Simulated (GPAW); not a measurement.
## Geometry or basis: what sets the conductance of BN in line between two Ir chains

How well does BN in line between two Ir chains conduct once its atoms have relaxed, and how much do cheaper levels lose?

Program: GPAW 26.7.0. Level of theory: GPAW LCAO, PAW setups; relaxation of the junction within the symmetry of its start, lead ends held, in the first sound run; inputs show where later runs differ. Results are calculated unless marked as measured.

## (1) Starting point

The cell holds 18 atoms: 16 Ir, 1 B and 1 N. Cell: a = 9.000 Å, b = 9.000 Å, c = 39.425 Å, α = 90.0°, β = 90.0°, γ = 90.0°. Regions: left lead, 8 atoms (8 Ir); channel, 2 atoms (1 B and 1 N); right lead, 8 atoms (8 Ir). Vacuum lies along a and b. The structure is stacked along c, and the current runs across the ab planes.

## (2) Relaxing the atoms

Transmission follows bond lengths closely, so the atoms between the held lead ends are relaxed first, within whatever symmetry the start has.

run.py

```python
import json
from ase import Atoms
from ase.constraints import FixAtoms
from ase.optimize import BFGS
from gpaw import GPAW, FermiDirac

device = Atoms(
    ['Ir', 'Ir', 'Ir', 'Ir', 'Ir', 'Ir', 'Ir', 'Ir', 'B', 'N', 'Ir', 'Ir', 'Ir', 'Ir', 'Ir', 'Ir', 'Ir', 'Ir'],
    positions=[
        [4.50000, 4.50000, 1.15000],
        [4.50000, 4.50000, 3.45000],
        [4.50000, 4.50000, 5.75000],
        [4.50000, 4.50000, 8.05000],
        [4.50000, 4.50000, 10.35000],
        [4.50000, 4.50000, 12.65000],
        [4.50000, 4.50000, 14.95000],
        [4.50000, 4.50000, 17.25000],
        [4.50000, 4.50000, 19.16060],
        [4.50000, 4.50000, 20.44060],
        [4.50000, 4.50000, 22.17500],
        [4.50000, 4.50000, 24.47500],
        [4.50000, 4.50000, 26.77500],
        [4.50000, 4.50000, 29.07500],
        [4.50000, 4.50000, 31.37500],
        [4.50000, 4.50000, 33.67500],
        [4.50000, 4.50000, 35.97500],
        [4.50000, 4.50000, 38.27500]],
    cell=[[9.0, 0.0, 0.0], [0.0, 9.0, 0.0], [0.0, 0.0, 39.425]],
    pbc=True)

device.set_constraint(FixAtoms([0, 1, 2, 3, 4, 5, 6, 11, 12, 13, 14, 15, 16, 17]))
device.calc = GPAW(mode='lcao', basis='dzp', xc='PBE', h=0.18,
                   kpts={'size': (1, 1, 2), 'gamma': True},
                   symmetry={'tolerance': 1e-3, 'extra_ids': [1, 1, 1, 1, 1, 1, 1, 0, 0, 0, 0, 1, 1, 1, 1, 1, 1, 1]},
                   occupations=FermiDirac(0.1), maxiter=250,
                   mixer=dict(beta=0.1, nmaxold=8, weight=100.0),
                   convergence=dict(density=0.0001), txt='relax.txt')
path = []
opt = BFGS(device, maxstep=0.15)
opt.attach(lambda: path.append((device.get_potential_energy(), device.positions.tolist(), device.get_forces().tolist())))
relaxed = bool(opt.run(fmax=0.05, steps=50))
json.dump(dict(relaxed=relaxed, path=path, positions=device.positions.tolist(), moments=device.get_magnetic_moments().tolist(),
               forces=device.get_forces(apply_constraint=False).tolist()), open('result.json', 'w'))
```

Launch:

```console
$ OMP_NUM_THREADS=1 OPENBLAS_NUM_THREADS=1 python run.py
```

What it wrote:

```text
Step          Energy          fmax
BFGS:    0      -88.649106        3.646712
BFGS:    1      -88.798976        0.962391
BFGS:    2      -88.815462        0.600471
BFGS:    3      -88.819301        0.119579
BFGS:    4      -88.819723        0.074492
BFGS:    5      -88.819745        0.157658
BFGS:    6      -88.819939        0.079511
BFGS:    7      -88.820004        0.051778
BFGS:    8      -88.820050        0.041522
```

Wall time 18 min (1 thread of Arm Neoverse V1, shared host); peak memory 1.9 GiB.

Step by step:

```
step  energy less that of the first step (eV)  largest force (eV/Å)
   1                                   0.0000                3.6467
   2                                  -0.1530                0.9624
   3                                  -0.1707                0.6005
   4                                  -0.1756                0.1196
   5                                  -0.1765                0.0745
   6                                  -0.1766                0.1577
   7                                  -0.1765                0.0795
   8                                  -0.1763                0.0518
   9                                  -0.1764                0.0415
```

The atoms that moved most (Å):

```csv
atom,dx,dy,dz,length
Ir11,0.000,0.000,0.073,0.073
B9,0.000,0.000,-0.022,0.022
Ir8,0.000,0.000,-0.020,0.020
N10,0.000,0.000,0.013,0.013
```

The relaxation lowered the energy of the cell by 0.176 eV (energies extrapolated to zero smearing; the optimiser's log prints free energies). The largest force left on a free atom is 0.042 eV/Å.

## (3) Double-zeta polarised basis

The script solves lead and junction separately, takes H and S in the orbital basis, and joins semi-infinite leads through their self-energies; the dzp basis is the working standard.

This step: GPAW LCAO, PAW setups; Landauer transmission from Green's functions with principal layers (ASE), zero bias (GPAW 26.7.0).

run.py

```python
import json
import numpy as np
from ase import Atoms
from ase.transport.calculators import TransportCalculator
from gpaw import GPAW, FermiDirac
from gpaw.lcao.tools import get_lcao_hamiltonian
from scipy.linalg import eigh

# The junction with lead layers at both ends, along the third cell vector
device = Atoms(
    ['Ir', 'Ir', 'Ir', 'Ir', 'Ir', 'Ir', 'Ir', 'Ir', 'B', 'N', 'Ir', 'Ir', 'Ir', 'Ir', 'Ir', 'Ir', 'Ir', 'Ir'],
    positions=[
        [4.50000, 4.50000, 1.15000],
        [4.50000, 4.50000, 3.45000],
        [4.50000, 4.50000, 5.75000],
        [4.50000, 4.50000, 8.05000],
        [4.50000, 4.50000, 10.35000],
        [4.50000, 4.50000, 12.65000],
        [4.50000, 4.50000, 14.95000],
        [4.50000, 4.50000, 17.22956],
        [4.50000, 4.50000, 19.13853],
        [4.50000, 4.50000, 20.45319],
        [4.50000, 4.50000, 22.24786],
        [4.50000, 4.50000, 24.47500],
        [4.50000, 4.50000, 26.77500],
        [4.50000, 4.50000, 29.07500],
        [4.50000, 4.50000, 31.37500],
        [4.50000, 4.50000, 33.67500],
        [4.50000, 4.50000, 35.97500],
        [4.50000, 4.50000, 38.27500]],
    cell=[[9.0, 0.0, 0.0], [0.0, 9.0, 0.0], [0.0, 0.0, 39.425]],
    pbc=True)

# One principal layer of the lead: the first 5 atoms of the device
lead = Atoms(
    ['Ir', 'Ir', 'Ir', 'Ir', 'Ir'],
    positions=[
        [4.50000, 4.50000, 1.15000],
        [4.50000, 4.50000, 3.45000],
        [4.50000, 4.50000, 5.75000],
        [4.50000, 4.50000, 8.05000],
        [4.50000, 4.50000, 10.35000]],
    cell=[[9.0, 0.0, 0.0], [0.0, 9.0, 0.0], [0.0, 0.0, 11.5]],
    pbc=True)

settings = dict(mode='lcao', basis='dzp', xc='PBE', h=0.18,
                occupations=FermiDirac(0.1), maxiter=250,
                mixer=dict(beta=0.1, nmaxold=8, weight=100.0),
                convergence=dict(density=0.0001))
energies = np.arange(-2, 2 + 1e-9, 0.025)
eta = 0.0001
n1, n2 = 1, 1
# k and -k transmit alike, so half of the mesh across the current serves
mesh = [(i, j) for i in range(n1) for j in range(n2) if (i, j) <= (-i % n1, -j % n2)]
weights = np.array([1 if (i, j) == (-i % n1, -j % n2) else 2 for i, j in mesh]) / (n1 * n2)

# [... helper functions left out ...]
fermi_lead = ground_state(lead, (1, 1, 10), 'lead.txt')
fermi_device = ground_state(device, (1, 1, 2), 'device.txt')
# [... loop over the mesh left out, but for ...]
        # Shift the lead onto the potential of the device's first layer
        shift = ((H[:, 0, 0] - H0[:, 0, 0]) / S0[0, 0]).real.mean()
# [...]
kT = 8.617333e-5 * 300
bias = [0.1, 0.2, 0.5, 1.0, 1.5, 2.0]
# [... integrals and printing left out ...]
```

What it wrote:

```text
basis functions: device 458, principal layer 135
Fermi level: lead -3.8819 eV, device -3.9466 eV; lead shifted by 0.0025 eV
largest coupling past the next layer 1.48e-06 eV, largest misfit of the first layer 0.107 eV
  E-E_F (eV)   T (one spin)  channels
    -2.000    1.1561e+00    4.0000
    -1.975    1.1547e+00    4.0000
    -1.950    1.1540e+00    4.0000
    -1.925    1.1539e+00    4.0000
    -1.900    1.1541e+00    4.0000
    -1.875    1.1547e+00    4.0000
    -1.850    1.1555e+00    4.0000
    -1.825    1.1565e+00    4.0000
    -1.800    1.1576e+00    4.0000
    -1.775    1.1590e+00    4.0000
    -1.750    1.1605e+00    4.0000
    -1.725    1.1619e+00    4.0000
    -1.700    1.1638e+00    4.0000
    -1.675    1.1657e+00    4.0000
    -1.650    1.1679e+00    4.0000
    -1.625    1.1701e+00    4.0000
[...]
1.825    9.5388e-01    3.0000
     1.850    8.5568e-01    3.0000
     1.875    7.2305e-01    3.0000
     1.900    5.3537e-01    3.0000
     1.925    2.5152e-01    3.0000
     1.950    5.7685e-02    1.0000
     1.975    5.7577e-02    1.0000
     2.000    5.7476e-02    1.0000
conductance at 300 K: 1.5218 G0 a cell; thermopower -0.8916 uV/K
current from the zero-bias T(E) at 0.1 V: 11.788 uA
current from the zero-bias T(E) at 0.2 V: 23.557 uA
current from the zero-bias T(E) at 0.5 V: 58.59 uA
current from the zero-bias T(E) at 1.0 V: 115.15 uA
current from the zero-bias T(E) at 1.5 V: 169.07 uA
current from the zero-bias T(E) at 2.0 V: 220.73 uA
```

It took 6.6 min on 1 thread; peak memory 2.2 GiB.

This step gave:

| Item | Value |
| --- | --- |
| conductance | 1.522 G₀ |
| largest coupling past the next principal layer | 1.48e-6 eV |
| largest misfit of the first principal layer | 0.1070 eV |
| shift that aligns the lead | 0.002532 eV |
| basis functions of the junction | 458 |
| basis functions of a principal layer | 135 |
| transmission at the Fermi level (one spin) | 1.523 |
| open channels of the lead at the Fermi level (one spin) | 6 |

One spin. Table of transmission, zone mean by energy, zero at the Fermi level:

| energy (eV) | transmission, zone mean |
| --- | --- |
| -2.000 | 1.16 |
| -1.900 | 1.15 |
| -1.800 | 1.16 |
| -1.700 | 1.16 |
| -1.600 | 1.17 |
| -1.500 | 1.18 |
| -1.400 | 1.20 |
| -1.300 | 1.21 |
| -1.200 | 1.22 |
| -1.100 | 1.24 |
| -1.000 | 1.25 |
| -0.900 | 1.26 |
| -0.800 | 1.28 |
| -0.700 | 1.30 |
| -0.600 | 1.33 |
| -0.500 | 1.36 |
| -0.400 | 1.40 |
| -0.300 | 1.44 |
| -0.200 | 1.47 |
| -0.100 | 1.50 |
| 0.000 | 1.52 |
| 0.100 | 1.54 |
| 0.175 | 1.54 |
| 0.200 | 1.54 |
| 0.300 | 1.53 |
| 0.400 | 1.51 |
| 0.500 | 1.49 |
| 0.600 | 1.46 |
| 0.700 | 1.44 |
| 0.800 | 1.42 |
| 0.900 | 1.39 |
| 1.000 | 1.37 |
| 1.100 | 1.37 |
| 1.200 | 1.36 |
| 1.300 | 1.36 |
| 1.400 | 1.35 |
| 1.500 | 1.33 |
| 1.600 | 1.29 |
| 1.700 | 1.21 |
| 1.800 | 1.03 |
| 1.900 | 0.535 |
| 2.000 | 0.0575 |

Crossings of the lead's bands, unfolded to its shortest repeat. Table of open channels, zone mean by energy, zero at the Fermi level:

```
energy (eV)  open channels, zone mean
     -2.000                         4
     -1.900                         4
     -1.800                         4
     -1.700                         4
     -1.600                         4
     -1.500                         4
     -1.400                         4
     -1.300                         6
     -1.200                         6
     -1.100                         6
     -1.000                         6
     -0.900                         6
     -0.800                         6
     -0.700                         6
     -0.600                         6
     -0.500                         6
     -0.400                         6
     -0.300                         6
     -0.200                         6
     -0.100                         6
      0.000                         6
      0.100                         4
      0.200                         4
      0.300                         4
      0.400                         4
      0.500                         4
      0.600                         4
      0.700                         4
      0.800                         4
      0.900                         3
      1.000                         3
      1.100                         3
      1.200                         3
      1.300                         3
      1.400                         3
      1.500                         3
      1.600                         3
      1.700                         3
      1.800                         3
      1.900                         3
      2.000                         1
```

Not self-consistent under bias; the bias window is split evenly. The current through one cell, from the zero-bias transmission by bias:

```csv
bias (V),"current through one cell, from the zero-bias transmission (μA)"
0.100,11.8
0.200,23.6
0.500,58.6
1.000,115
1.500,169
2.000,221
```

The transmission of the three most open eigenchannels by energy, zero at the Fermi level:

| energy (eV) | channel 1 | channel 2 | channel 3 |
| --- | --- | --- | --- |
| -2.000 | 0.512 | 0.512 | 0.131 |
| -1.900 | 0.514 | 0.514 | 0.126 |
| -1.800 | 0.517 | 0.517 | 0.124 |
| -1.700 | 0.521 | 0.521 | 0.121 |
| -1.600 | 0.527 | 0.527 | 0.120 |
| -1.500 | 0.533 | 0.533 | 0.119 |
| -1.400 | 0.539 | 0.539 | 0.119 |
| -1.300 | 0.546 | 0.546 | 0.120 |
| -1.200 | 0.552 | 0.552 | 0.120 |
| -1.100 | 0.558 | 0.558 | 0.120 |
| -1.000 | 0.565 | 0.565 | 0.119 |
| -0.900 | 0.573 | 0.573 | 0.117 |
| -0.800 | 0.582 | 0.582 | 0.117 |
| -0.700 | 0.593 | 0.593 | 0.117 |
| -0.600 | 0.607 | 0.607 | 0.118 |
| -0.500 | 0.622 | 0.622 | 0.119 |
| -0.400 | 0.639 | 0.639 | 0.121 |
| -0.300 | 0.656 | 0.656 | 0.124 |
| -0.200 | 0.671 | 0.671 | 0.128 |
| -0.100 | 0.684 | 0.684 | 0.132 |
| 0.000 | 0.693 | 0.693 | 0.137 |
| 0.100 | 0.697 | 0.697 | 0.142 |
| 0.200 | 0.697 | 0.697 | 0.145 |
| 0.300 | 0.693 | 0.693 | 0.143 |
| 0.400 | 0.687 | 0.687 | 0.138 |
| 0.500 | 0.678 | 0.678 | 0.131 |
| 0.600 | 0.669 | 0.669 | 0.125 |
| 0.700 | 0.660 | 0.660 | 0.122 |
| 0.800 | 0.653 | 0.653 | 0.115 |
| 0.900 | 0.649 | 0.649 | 0.0869 |
| 1.000 | 0.647 | 0.647 | 0.0778 |
| 1.100 | 0.647 | 0.647 | 0.0724 |
| 1.200 | 0.648 | 0.648 | 0.0686 |
| 1.300 | 0.648 | 0.648 | 0.0657 |
| 1.400 | 0.644 | 0.644 | 0.0635 |
| 1.500 | 0.635 | 0.635 | 0.0617 |
| 1.600 | 0.615 | 0.615 | 0.0604 |
| 1.700 | 0.573 | 0.573 | 0.0593 |
| 1.800 | 0.485 | 0.485 | 0.0585 |
| 1.900 | 0.239 | 0.239 | 0.0579 |
| 2.000 | 0.0575 | 5.4e-9 | 5.4e-9 |

Couplings past the next layer reach 1.5e-6 eV, small enough to drop; the matrix elements of the cell's first layer differ from the bulk lead's by up to 0.11 eV. That layer keeps its own values in the calculation, and only beyond it is the lead taken as perfect. The Fermi levels of lead and junction count from different zeros of potential, one for each periodic cell; with both set to zero, the small remaining shift is what aligns them. Without spin-orbit coupling, which is large for these atoms, channel counts and T are those of the scalar-relativistic bands. By hand: G = 1.522 × 77.48 μS = 118 μS, a resistance of 8.48 kΩ; at 0.1 V a linear junction would pass 11.8 μA, and the integral over the bias window gives 11.8 μA.

## (4) Single-zeta polarised basis

One radial function a shell plus polarisation makes the matrices smaller; the question is what that costs.

Edit run.py of step 3 so:

```diff
@@ -45,3 +45,3 @@
 
-settings = dict(mode='lcao', basis='dzp', xc='PBE', h=0.18,
+settings = dict(mode='lcao', basis='szp(dzp)', xc='PBE', h=0.18,
                 occupations=FermiDirac(0.1), maxiter=250,
```

What it wrote:

```text
basis functions: device 258, principal layer 75
Fermi level: lead -3.5974 eV, device -3.7113 eV; lead shifted by -0.0076 eV
largest coupling past the next layer 1.48e-06 eV, largest misfit of the first layer 0.091 eV
  E-E_F (eV)   T (one spin)  [channel counts left out]
    -2.000    1.1526e+00
    -1.975    1.1529e+00
    -1.950    1.1533e+00
    -1.925    1.1536e+00
    -1.900    1.1540e+00
    -1.875    1.1544e+00
    -1.850    1.1549e+00
    -1.825    1.1555e+00
    -1.800    1.1562e+00
    -1.775    1.1571e+00
    -1.750    1.1582e+00
    -1.725    1.1596e+00
    -1.700    1.1612e+00
    -1.675    1.1630e+00
    -1.650    1.1651e+00
    -1.625    1.1674e+00
[...]
1.825    9.5136e-01
     1.850    8.8460e-01
     1.875    7.9361e-01
     1.900    6.6123e-01
     1.925    4.4932e-01
     1.950    5.5789e-02
     1.975    5.5173e-02
     2.000    5.5153e-02
conductance at 300 K: 1.516 G0 a cell; thermopower -0.9474 uV/K
current from the zero-bias T(E) at 0.1 V: 11.742 uA
current from the zero-bias T(E) at 0.2 V: 23.458 uA
current from the zero-bias T(E) at 0.5 V: 58.219 uA
current from the zero-bias T(E) at 1.0 V: 113.93 uA
current from the zero-bias T(E) at 1.5 V: 166.65 uA
current from the zero-bias T(E) at 2.0 V: 216.82 uA
```

It took 4.1 min on 1 thread; peak memory 2.1 GiB.

This step gave:

- conductance: 1.516 G₀
- largest misfit of the first principal layer: 0.09056 eV
- shift that aligns the lead: -0.007595 eV
- basis functions of the junction: 258
- basis functions of a principal layer: 75
- transmission at the Fermi level (one spin): 1.518

One spin. Table of transmission, zone mean by energy, zero at the Fermi level:

energy (eV), transmission, zone mean and a bar:
```
   -2.000       1.15 ######################
   -1.900       1.15 ######################
   -1.800       1.16 ######################
   -1.700       1.16 ######################
   -1.600       1.17 #######################
   -1.500       1.18 #######################
   -1.400       1.19 #######################
   -1.300       1.20 #######################
   -1.200       1.21 ########################
   -1.100       1.22 ########################
   -1.000       1.23 ########################
   -0.900       1.24 ########################
   -0.800       1.25 ########################
   -0.700       1.27 #########################
   -0.600       1.30 #########################
   -0.500       1.34 ##########################
   -0.400       1.38 ###########################
   -0.300       1.42 ############################
   -0.200       1.46 ############################
   -0.100       1.49 #############################
    0.000       1.52 ##############################
    0.100       1.53 ##############################
    0.125       1.53 ##############################
    0.200       1.53 ##############################
    0.300       1.51 ##############################
    0.400       1.49 #############################
    0.500       1.46 #############################
    0.600       1.43 ############################
    0.700       1.41 ###########################
    0.800       1.36 ###########################
    0.900       1.34 ##########################
    1.000       1.33 ##########################
    1.100       1.32 ##########################
    1.200       1.31 ##########################
    1.300       1.30 #########################
    1.400       1.28 #########################
    1.500       1.25 ########################
    1.600       1.20 #######################
    1.700       1.13 ######################
    1.800       1.00 ###################
    1.900       0.66 ############
    2.000       0.06
```

Not self-consistent under bias; the bias window is split evenly. Table of current through one cell, from the zero-bias transmission by bias:

```csv
bias (V),"current through one cell, from the zero-bias transmission (μA)"
0.100,11.7
0.200,23.5
0.500,58.2
1.000,114
1.500,167
2.000,217
```

Table of transmission of the three most open eigenchannels by energy, zero at the Fermi level:

| energy (eV) | channel 1 | channel 2 | channel 3 |
| --- | --- | --- | --- |
| -2.000 | 0.512 | 0.512 | 0.128 |
| -1.900 | 0.513 | 0.513 | 0.127 |
| -1.800 | 0.516 | 0.516 | 0.124 |
| -1.700 | 0.520 | 0.520 | 0.121 |
| -1.600 | 0.525 | 0.525 | 0.120 |
| -1.500 | 0.531 | 0.531 | 0.119 |
| -1.400 | 0.537 | 0.537 | 0.120 |
| -1.300 | 0.542 | 0.542 | 0.120 |
| -1.200 | 0.546 | 0.546 | 0.119 |
| -1.100 | 0.550 | 0.550 | 0.118 |
| -1.000 | 0.555 | 0.555 | 0.117 |
| -0.900 | 0.560 | 0.560 | 0.116 |
| -0.800 | 0.568 | 0.568 | 0.116 |
| -0.700 | 0.579 | 0.579 | 0.116 |
| -0.600 | 0.593 | 0.593 | 0.116 |
| -0.500 | 0.610 | 0.610 | 0.116 |
| -0.400 | 0.629 | 0.629 | 0.117 |
| -0.300 | 0.648 | 0.648 | 0.120 |
| -0.200 | 0.666 | 0.666 | 0.124 |
| -0.100 | 0.680 | 0.680 | 0.131 |
| 0.000 | 0.690 | 0.690 | 0.137 |
| 0.100 | 0.694 | 0.694 | 0.141 |
| 0.200 | 0.693 | 0.693 | 0.141 |
| 0.300 | 0.687 | 0.687 | 0.136 |
| 0.400 | 0.678 | 0.678 | 0.130 |
| 0.500 | 0.666 | 0.666 | 0.125 |
| 0.600 | 0.655 | 0.655 | 0.122 |
| 0.700 | 0.645 | 0.645 | 0.117 |
| 0.800 | 0.637 | 0.637 | 0.0875 |
| 0.900 | 0.632 | 0.632 | 0.0740 |
| 1.000 | 0.629 | 0.629 | 0.0685 |
| 1.100 | 0.627 | 0.627 | 0.0649 |
| 1.200 | 0.624 | 0.624 | 0.0622 |
| 1.300 | 0.619 | 0.619 | 0.0601 |
| 1.400 | 0.610 | 0.610 | 0.0586 |
| 1.500 | 0.595 | 0.595 | 0.0574 |
| 1.600 | 0.573 | 0.573 | 0.0565 |
| 1.700 | 0.537 | 0.537 | 0.0559 |
| 1.800 | 0.474 | 0.474 | 0.0555 |
| 1.900 | 0.303 | 0.303 | 0.0553 |
| 2.000 | 0.0552 | 1.4e-8 | 1.4e-8 |

The conductance, 1.52 G₀, lies 0.4 % below that of the dzp run.

[end of part 1 of 2]

[Logs are printed without paths, hosts, clocks, repeated set-up lines and the standing remarks that a program may print on its own settings, such as how far it seeks lower states.]

[Hosts, paths, dates, database ids (printed as entryN), source tags and the programs' standing remarks are cut or masked in the printed files.]
